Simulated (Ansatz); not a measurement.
# Preparing SnP2O7 (P-1) as a host crystal, part 2 of 4

Before any defect goes in: SnP2O7 (P-1) at rest, and how it screens a charge.

Ansatz 0.2.0; plane-wave PAW DFT, PBEsol; relaxation of the host's cell and atoms (the session's first sound run).

So far: The structure; Host cell relaxation.

## 3. Dielectric tensors of the host

The response to a uniform electric field gives the electronic dielectric tensor.

This step: plane-wave PAW DFPT, PBEsol; dielectric tensors, Born charges and zone-centre modes of the host (Ansatz 0.2.0).

The input, eps/input.yaml:

```yaml
crystal:
  lattice:
    - [5.101282977, -0.0187229037, -0.0209285951]
    - [0.1372277968, 6.8044863064, 0.0545780663]
    - [0.169999221, 3.0815826159, 7.8988365803]
  atoms:
    - { symbol: Sn, position: [0.2428249042, 0.2139306018, 0.7325916291] }
    - { symbol: Sn, position: [0.7571750958, 0.7860693982, 0.2674083709] }
    - { symbol: P, position: [0.2498328424, 0.1156915004, 0.1619180964] }
    - { symbol: P, position: [0.2748854447, 0.4474453815, 0.3159081358] }
    - { symbol: P, position: [0.7251145553, 0.5525546185, 0.6840918642] }
    - { symbol: P, position: [0.7501671576, 0.8843084996, 0.8380819036] }
    - { symbol: O, position: [0.1698154772, 0.2836215254, 0.4812633938] }
    - { symbol: O, position: [0.0376929854, 0.941376387, 0.7940169932] }
    - { symbol: O, position: [0.0964914844, 0.6399919485, 0.2382424643] }
    - { symbol: O, position: [0.2838560528, 0.3403586923, 0.1775982168] }
    - { symbol: O, position: [0.3248041975, 0.1596296047, 0.9787109351] }
    - { symbol: O, position: [0.4362245647, 0.9578198075, 0.287349798] }
    - { symbol: O, position: [0.4424383461, 0.4907983911, 0.669275739] }
    - { symbol: O, position: [0.5575616539, 0.5092016089, 0.330724261] }
    - { symbol: O, position: [0.5637754353, 0.0421801925, 0.712650202] }
    - { symbol: O, position: [0.6751958025, 0.8403703953, 0.0212890649] }
    - { symbol: O, position: [0.7161439472, 0.6596413077, 0.8224017832] }
    - { symbol: O, position: [0.9035085156, 0.3600080515, 0.7617575357] }
    - { symbol: O, position: [0.9623070146, 0.058623613, 0.2059830068] }
    - { symbol: O, position: [0.8301845228, 0.7163784746, 0.5187366062] }
basis:
  ecutwfc: 420
hamiltonian:
  xc: pbesol
kpoints:
  mp_grid: { grid: [5, 4, 3] }
scf:
  occupations: { method: fixed }
  max_iter: 100
phonons:
  method: dfpt
  dielectric: true
  rigid_motions: translations
```

Started as:

```console
> ansatz run input.yaml --threads 4 --pin off --max-ram 7536MiB --backend cpu --events-out ev --progress --plain --runs-dir out
```

Numbers of over 12 decimals in the logs are rounded to 6 here.

What it wrote:

```text
[...]
Crystal: 20 atoms, lattice volume = 273.359 Å³
Basis set: ecut = 420 eV, 5367 PW (Γ), exchange–correlation on 72×96×120 points (8 copies of the dense FFT grid, shifted against one another)
Bands: 86, of which v1, the nominal top of the filled ones, is band 66 counted from 1 (65 counted from 0)
Symmetry: 2 space group operations
k-points: 31 of 60 (irreducible under 1 space group operation, time reversal used)
[...]
SCF iter   1: F=—  HF=-22718.094606 eV  |F-HF|=—  |Δ(HF+E_count)|=         —  Δρ=1.20e-2  dr2=2.98e-1  ethr=1.77e-3  ⟨swp⟩=5.0  Hψ=10824  notcnv=0  defer=558
[...]
SCF iter  12: F=-22718.013164 eV  HF=-22718.013164 eV  |F-HF|=1.09e-11  |Δ(HF+E_count)|=  4.73e-11  Δρ=1.20e-7  dr2=3.55e-11  ethr=1.00e-12  ⟨swp⟩=7.6  Hψ=15190  notcnv=0
SCF 1 converged in 12 iterations: F = -22718.013164 eV  dr2 = 3.55e-11
[...]
NSCF: frozen V_eff on 6 k-points
[...]
DFPT response loops at q = (0, 0, 0) (fractional): preconditioner auto → none (the input reference at scf.mixing.eps_inf says where Resta's filter doesn't serve); β = 0.50; Anderson in place of MSR1
DFPT response loops at Γ: preconditioner auto → none (the input reference at scf.mixing.eps_inf says where Resta's filter doesn't serve); β = 0.50; Broyden in place of MSR1
SCF converged after 12 iterations
Free energy (F): -22718.013164 eV
[...]
Internal energy: -22718.013164 eV  (E = F + TS)
E sigma→0 (E₀):  -22718.013164 eV
Fermi energy:    3.006364 eV
[...]
--- Band table (eV; the first three rows and the last of 31) ---
[...]
[... further k-points left out ...]
--- Phonons (Γ-DFPT): 30 representative perturbations + reference (Σ response iterations 243) ---
  k mesh reduced under 1 symmetry operation, with k and −k counted as one. Each operation leaves every solved perturbation unchanged. A smaller set is not considered because the run solves the response to a homogeneous field
  ASR residual: 1.643e-4 → 0.000e0 eV/Å²; symmetrization residual: 6.171e-6 eV/Å²
  ASR residual per site (eV/Å²): 5.19e-6 5.19e-6 1.58e-5 8.49e-6 8.49e-6 1.58e-5 4.80e-5 1.64e-4 2.71e-5 1.91e-5 3.04e-5 1.32e-4 9.05e-6 9.05e-6 1.32e-4 3.04e-5 1.91e-5 2.71e-5 1.64e-4 4.80e-5
  Γ frequencies (cm⁻¹): 0.00 0.00 0.00 68.49 74.46 85.49 117.79 132.79 135.68 148.70 168.88 172.96 179.04 187.27 197.37 210.64 220.58 249.10 256.11 271.60 279.32 296.63 324.33 333.37 336.38 359.13 363.95 365.71 371.04 379.90 392.22 400.77 432.14 444.39 447.44 [...]
  ε∞ (high-frequency dielectric tensor):
        2.795141     0.023325     0.007138
        0.023325     2.765505    -0.006793
        0.007138    -0.006793     2.754365
  ε⁰ (static dielectric tensor: ions relaxed, cell fixed):
        6.295972     0.196702    -0.015251
        0.196702     6.279237    -0.032446
       -0.015251    -0.032446     6.102939
  ε⁰ − ε∞ (ionic part):
        3.500831     0.173378    -0.022389
        0.173378     3.513732    -0.025654
       -0.022389    -0.025654     3.348574
  softest optical mode at Γ: 68.49 cm⁻¹; the repairs (sum rule, projections) moved no ω² at Γ by more than (3.05 cm⁻¹)²
  Born effective charges Z* (e; rows j = field, columns β = displacement):
    site 0:
         4.63860    0.31698   -0.41538
        -0.28352    3.81702   -0.26930
         0.43087   -0.34532    4.46956
    site 1:
         4.63860    0.31698   -0.41538
        -0.28352    3.81702   -0.26930
         0.43087   -0.34532    4.46956
    site 2:
         3.66782   -0.25649    0.43460
         0.41646    4.17232   -0.39452
        -0.40227    0.82127    3.72716
    site 3:
         3.62308   -0.35069    0.61467
         0.35620    4.14828    0.74736
        -0.50241   -0.26809    3.66209
    site 4:
         3.62308   -0.35069    0.61467
         0.35620    4.14828    0.74736
        -0.50241   -0.26809    3.66209
    site 5:
         3.66782   -0.25649    0.43460
         0.41646    4.17232   -0.39452
        -0.40227    0.82127    3.72716
    site 6:
        -1.09025   -0.06532    0.10728
        -0.11202   -1.07498    0.07043
         0.35420    0.44397   -2.74518
    site 7:
        -2.45326   -0.57936    0.34410
        -0.84378   -1.44311    0.30745
         0.32484    0.08390   -1.07050
    site 8:
        -2.05299    0.99201   -0.36182
         0.87258   -1.92776    0.34799
        -0.19861    0.37450   -1.13743
    site 9:
        -0.86022   -0.15033   -0.09192
        -0.25249   -3.46303   -1.11947
        -0.00252   -1.10978   -1.47551
    site 10:
        -1.08815    0.01490    0.04514
[...]
site 11:
[...]
site 12:
[...]
site 13:
[...]
site 14:
[...]
site 15:
[...]
site 16:
[...]
site 17:
[...]
site 18:
[...]
site 19:
[...]
Z* charge neutrality: 1.397e-5 e pre-enforcement
  k-mesh period / interband length: 25.4 Å / 1.14 Å = 22.27 at k = (0.0000, 0.0000, 0.0000), direct gap 4.314 eV — 14 or more, which is no proof of convergence
  optical modes at Γ without the LO–TO term, one row a degenerate level:
      ω (cm⁻¹)  modes    IR ((D/Å)²/amu)
[...]
optical modes at Γ + LO–TO along q̂ = [1.0000, 0.0000, 0.0000]:
      ω (cm⁻¹)  modes    IR ((D/Å)²/amu)
[...]
optical modes at Γ + LO–TO along q̂ = [0.0000, 1.0000, 0.0000]:
      ω (cm⁻¹)  modes    IR ((D/Å)²/amu)
[...]
optical modes at Γ + LO–TO along q̂ = [0.0000, 0.0000, 1.0000]:
      ω (cm⁻¹)  modes    IR ((D/Å)²/amu)
[...]
1037.81      1             0.0000
       1040.22      1             2.3633
       1045.88      1             0.0000
       1059.63      1            13.0877
       1067.22      1             0.0000
       1069.78      1             8.9458
       1078.78      1            88.3086
       1085.88      1             0.0000
       1097.52      1             0.0000
       1131.01      1             0.0000
       1190.65      1            42.8804
       1244.36      1            67.0630
```

The job ended after 55 min (4 threads of Arm Neoverse V1, shared host; peak memory 5.3 GiB; 3.2 h of CPU time).

The column dr2 measures how far the density is from self-consistency, as an energy; F and HF (Harris–Foulkes) agree once it is small.

Electronic dielectric tensor:

```
 2.80  0.02  0.01
 0.02  2.77 -0.01
 0.01 -0.01  2.75
```

Static dielectric tensor:

```
 6.30  0.20 -0.02
 0.20  6.28 -0.03
-0.02 -0.03  6.10
```

The principal values of the electronic dielectric tensor are 2.74, 2.76 and 2.81. The principal values of the static dielectric tensor are 6.08, 6.11 and 6.49.

## 4. Primitive cell on a dense mesh

A dense mesh gives the host's converged energy, against which the supercell's sampling is tested.

This step: plane-wave PAW DFT, PBEsol; single point of the host's primitive cell on a dense mesh (Ansatz 0.2.0).

dense/input.yaml, as its differences from eps/input.yaml of step 3:

```diff
@@ -28,2 +28,3 @@
   ecutwfc: 420
+  xc_grid: 2
 hamiltonian:
@@ -31,9 +32,5 @@
 kpoints:
-  mp_grid: { grid: [5, 4, 3] }
+  mp_grid: { grid: [6, 5, 4] }
 scf:
-  occupations: { method: fixed }
-  max_iter: 100
-phonons:
-  method: dfpt
-  dielectric: true
-  rigid_motions: translations
+  occupations: { method: fermi_dirac, width: 0.01 }
+  max_iter: 80
```

What it wrote:

```text
[...]
Crystal: 20 atoms, lattice volume = 273.359 Å³
Basis set: ecut = 420 eV, 5367 PW (Γ), exchange–correlation on 72×96×120 points (8 copies of the dense FFT grid, shifted against one another)
Bands: 86, of which v1, the nominal top of the filled ones, is band 66 counted from 1 (65 counted from 0)
Symmetry: 2 space group operations
[...]
k-points: 62 of 120
[...]
SCF iter   1: F=—  HF=-22718.094177 eV  |F-HF|=—  |Δ(HF+E_count)|=         —  Δρ=1.20e-2  dr2=2.99e-1  ethr=1.77e-3  ⟨swp⟩=7.5  Hψ=27666  notcnv=0  defer=463
[...]
SCF iter   8: F=-22718.012885 eV  HF=-22718.012885 eV  |F-HF|=1.17e-7  |Δ(HF+E_count)|=   2.29e-7  Δρ=4.98e-6  dr2=6.92e-8  ethr=2.07e-10  ⟨swp⟩=2.6  Hψ=12746  notcnv=0
SCF 1 converged in 8 iterations: F = -22718.012885 eV  dr2 = 6.92e-8
[...]
SCF converged after 8 iterations
Free energy (F): -22718.012885 eV
[...]
Internal energy: -22718.012885 eV  (E = F + TS)
E sigma→0 (E₀):  -22718.012885 eV
Fermi energy:    5.091288 eV
[...]
```

Run time: 24 s. Hardware: 4 threads; peak memory 1.4 GiB.

## 5. Self-consistent run

This step: plane-wave PAW DFT, PBEsol; single point of the defect-free supercell, a test of its k-points (Ansatz 0.2.0).

System of this step: SnP2O7 (P-1). The cell holds 80 atoms: 8 Sn, 16 P and 56 O. Its edges and angles: a = 13.590 Å, b = 10.078 Å, c = 10.063 Å, α = 119.1°, β = 111.6°, γ = 89.7°.

The input, pristine.sampling/input.yaml:

```yaml
crystal:
  lattice:
    - [-4.7940559592, 9.904791826, 7.9743432417]
    - [5.1340544012, -3.7416265943, 7.8233299189]
    - [5.0685115527, 3.7041807868, -7.865187109]
  atoms:
    - { symbol: Sn, position: [0.4732611154, 0.4877082666, 0.228377753] }
    - { symbol: Sn, position: [0.4732611154, 0.9877082666, 0.728377753] }
    - { symbol: Sn, position: [0.9732611154, 0.4877082666, 0.728377753] }
    - { symbol: Sn, position: [0.9732611154, 0.9877082666, 0.228377753] }
    - { symbol: Sn, position: [0.0267388846, 0.0122917334, 0.771622247] }
    - { symbol: Sn, position: [0.0267388846, 0.5122917334, 0.271622247] }
    - { symbol: Sn, position: [0.5267388846, 0.0122917334, 0.271622247] }
    - { symbol: Sn, position: [0.5267388846, 0.5122917334, 0.771622247] }
    - { symbol: P, position: [0.1388047984, 0.2058754694, 0.1827621714] }
    - { symbol: P, position: [0.1388047984, 0.7058754694, 0.6827621714] }
    - { symbol: P, position: [0.6388047984, 0.2058754694, 0.6827621714] }
    - { symbol: P, position: [0.6388047984, 0.7058754694, 0.1827621714] }
    - { symbol: P, position: [0.3816767586, 0.2953967902, 0.3611654131] }
    - { symbol: P, position: [0.3816767586, 0.7953967902, 0.8611654131] }
    - { symbol: P, position: [0.8816767586, 0.2953967902, 0.8611654131] }
    - { symbol: P, position: [0.8816767586, 0.7953967902, 0.3611654131] }
    - { symbol: P, position: [0.1183232414, 0.2046032098, 0.6388345869] }
    - { symbol: P, position: [0.1183232414, 0.7046032098, 0.1388345869] }
    - { symbol: P, position: [0.6183232414, 0.2046032098, 0.1388345869] }
    - { symbol: P, position: [0.6183232414, 0.7046032098, 0.6388345869] }
    - { symbol: P, position: [0.3611952016, 0.2941245306, 0.8172378286] }
    - { symbol: P, position: [0.3611952016, 0.7941245306, 0.3172378286] }
    - { symbol: P, position: [0.8611952016, 0.2941245306, 0.3172378286] }
    - { symbol: P, position: [0.8611952016, 0.7941245306, 0.8172378286] }
    - { symbol: O, position: [0.3824424596, 0.3255394355, 0.2267185013] }
    - { symbol: O, position: [0.3824424596, 0.8255394355, 0.7267185013] }
    - { symbol: O, position: [0.8824424596, 0.3255394355, 0.7267185013] }
    - { symbol: O, position: [0.8824424596, 0.8255394355, 0.2267185013] }
    - { symbol: O, position: [0.3676966901, 0.4158549893, 0.9895346862] }
    - { symbol: O, position: [0.3676966901, 0.9158549893, 0.4895346862] }
    - { symbol: O, position: [0.8676966901, 0.4158549893, 0.4895346862] }
    - { symbol: O, position: [0.8676966901, 0.9158549893, 0.9895346862] }
    - { symbol: O, position: [0.4391172064, 0.1673669744, 0.3682417165] }
    - { symbol: O, position: [0.4391172064, 0.6673669744, 0.8682417165] }
    - { symbol: O, position: [0.9391172064, 0.1673669744, 0.8682417165] }
    - { symbol: O, position: [0.9391172064, 0.6673669744, 0.3682417165] }
    - { symbol: O, position: [0.2589784545, 0.2307271348, 0.3121073726] }
    - { symbol: O, position: [0.2589784545, 0.7307271348, 0.8121073726] }
    - { symbol: O, position: [0.7589784545, 0.2307271348, 0.8121073726] }
    - { symbol: O, position: [0.7589784545, 0.7307271348, 0.3121073726] }
    - { symbol: O, position: [0.0691702699, 0.1517575663, 0.2422169011] }
    - { symbol: O, position: [0.0691702699, 0.6517575663, 0.7422169011] }
    - { symbol: O, position: [0.5691702699, 0.1517575663, 0.7422169011] }
    - { symbol: O, position: [0.5691702699, 0.6517575663, 0.2422169011] }
    - { symbol: O, position: [0.1225848028, 0.3617871813, 0.1970221861] }
    - { symbol: O, position: [0.1225848028, 0.8617871813, 0.6970221861] }
    - { symbol: O, position: [0.6225848028, 0.3617871813, 0.6970221861] }
    - { symbol: O, position: [0.6225848028, 0.8617871813, 0.1970221861] }
    - { symbol: O, position: [0.080037065, 0.0558570426, 0.4666183686] }
    - { symbol: O, position: [0.080037065, 0.5558570426, 0.9666183686] }
    - { symbol: O, position: [0.580037065, 0.0558570426, 0.9666183686] }
    - { symbol: O, position: [0.580037065, 0.5558570426, 0.4666183686] }
    - { symbol: O, position: [0.419962935, 0.4441429574, 0.5333816314] }
    - { symbol: O, position: [0.419962935, 0.9441429574, 0.0333816314] }
    - { symbol: O, position: [0.919962935, 0.4441429574, 0.0333816314] }
    - { symbol: O, position: [0.919962935, 0.9441429574, 0.5333816314] }
    - { symbol: O, position: [0.3774151972, 0.1382128187, 0.8029778139] }
    - { symbol: O, position: [0.3774151972, 0.6382128187, 0.3029778139] }
    - { symbol: O, position: [0.8774151972, 0.1382128187, 0.3029778139] }
    - { symbol: O, position: [0.8774151972, 0.6382128187, 0.8029778139] }
    - { symbol: O, position: [0.4308297301, 0.3482424337, 0.7577830989] }
    - { symbol: O, position: [0.4308297301, 0.8482424337, 0.2577830989] }
    - { symbol: O, position: [0.9308297301, 0.3482424337, 0.2577830989] }
    - { symbol: O, position: [0.9308297301, 0.8482424337, 0.7577830989] }
    - { symbol: O, position: [0.2410215455, 0.2692728652, 0.6878926274] }
    - { symbol: O, position: [0.2410215455, 0.7692728652, 0.1878926274] }
    - { symbol: O, position: [0.7410215455, 0.2692728652, 0.1878926274] }
    - { symbol: O, position: [0.7410215455, 0.7692728652, 0.6878926274] }
    - { symbol: O, position: [0.0608827936, 0.3326330256, 0.6317582835] }
    - { symbol: O, position: [0.0608827936, 0.8326330256, 0.1317582835] }
    - { symbol: O, position: [0.5608827936, 0.3326330256, 0.1317582835] }
    - { symbol: O, position: [0.5608827936, 0.8326330256, 0.6317582835] }
    - { symbol: O, position: [0.1323033099, 0.0841450107, 0.0104653138] }
    - { symbol: O, position: [0.1323033099, 0.5841450107, 0.5104653138] }
    - { symbol: O, position: [0.6323033099, 0.0841450107, 0.5104653138] }
    - { symbol: O, position: [0.6323033099, 0.5841450107, 0.0104653138] }
    - { symbol: O, position: [0.1175575404, 0.1744605645, 0.7732814987] }
    - { symbol: O, position: [0.1175575404, 0.6744605645, 0.2732814987] }
    - { symbol: O, position: [0.6175575404, 0.1744605645, 0.2732814987] }
    - { symbol: O, position: [0.6175575404, 0.6744605645, 0.7732814987] }
basis:
  ecutwfc: 420
  xc_grid: 2
hamiltonian:
  xc: pbesol
kpoints:
  mp_grid: { grid: [1, 1, 1], shift: [0.25, 0.25, 0.25] }
scf:
  occupations: { method: fermi_dirac, width: 0.01 }
  max_iter: 80
```

What it wrote:

```text
[...]
Crystal: 80 atoms, lattice volume = 1093.435 Å³
Basis set: ecut = 420 eV, 21345 PW (Γ), exchange–correlation on 192×144×144 points (8 copies of the dense FFT grid, shifted against one another)
Bands: 344, of which v1, the nominal top of the filled ones, is band 264 counted from 1 (263 counted from 0)
Symmetry: 8 space group operations
[...]
k-points: 1
[...]
SCF iter   1: F=—  HF=-90872.451092 eV  |F-HF|=—  |Δ(HF+E_count)|=         —  Δρ=1.21e-2  dr2=1.21e0  ethr=1.77e-3  ⟨swp⟩=7.0  Hψ=1754  notcnv=0  defer=42
[...]
SCF iter   8: F=-90872.120488 eV  HF=-90872.120487 eV  |F-HF|=4.74e-7  |Δ(HF+E_count)|=   1.62e-6  Δρ=5.20e-6  dr2=3.22e-7  ethr=1.89e-10  ⟨swp⟩=2.0  Hψ=866  notcnv=0
SCF 1 converged in 8 iterations: F = -90872.120488 eV  dr2 = 3.22e-7
[...]
SCF converged after 8 iterations
Free energy (F): -90872.120488 eV
[...]
Internal energy: -90872.120488 eV  (E = F + TS)
E sigma→0 (E₀):  -90872.120488 eV
Fermi energy:    5.353626 eV
[...]
```

Wall time 9.9 s (4 threads); peak memory 2.2 GiB; 37 s of CPU time.

This step gave:

```
energy over dense mesh : -8.62e-4 eV/atom
```

(Continued in part 3 of 4.)

[Logs are printed without paths, hosts, clocks, repeated set-up lines and the standing remarks that a program may print on its own settings, such as how far it seeks lower states.]

[Hosts, paths, dates, database ids (printed as entryN), source tags and the programs' standing remarks are cut or masked in the printed files.]

[Runs of the host that timed out are not shown.]

[For some hosts the program warned that the k-mesh of the response run may be too coarse for force constants and the static dielectric constant; such warnings are not always shown.]
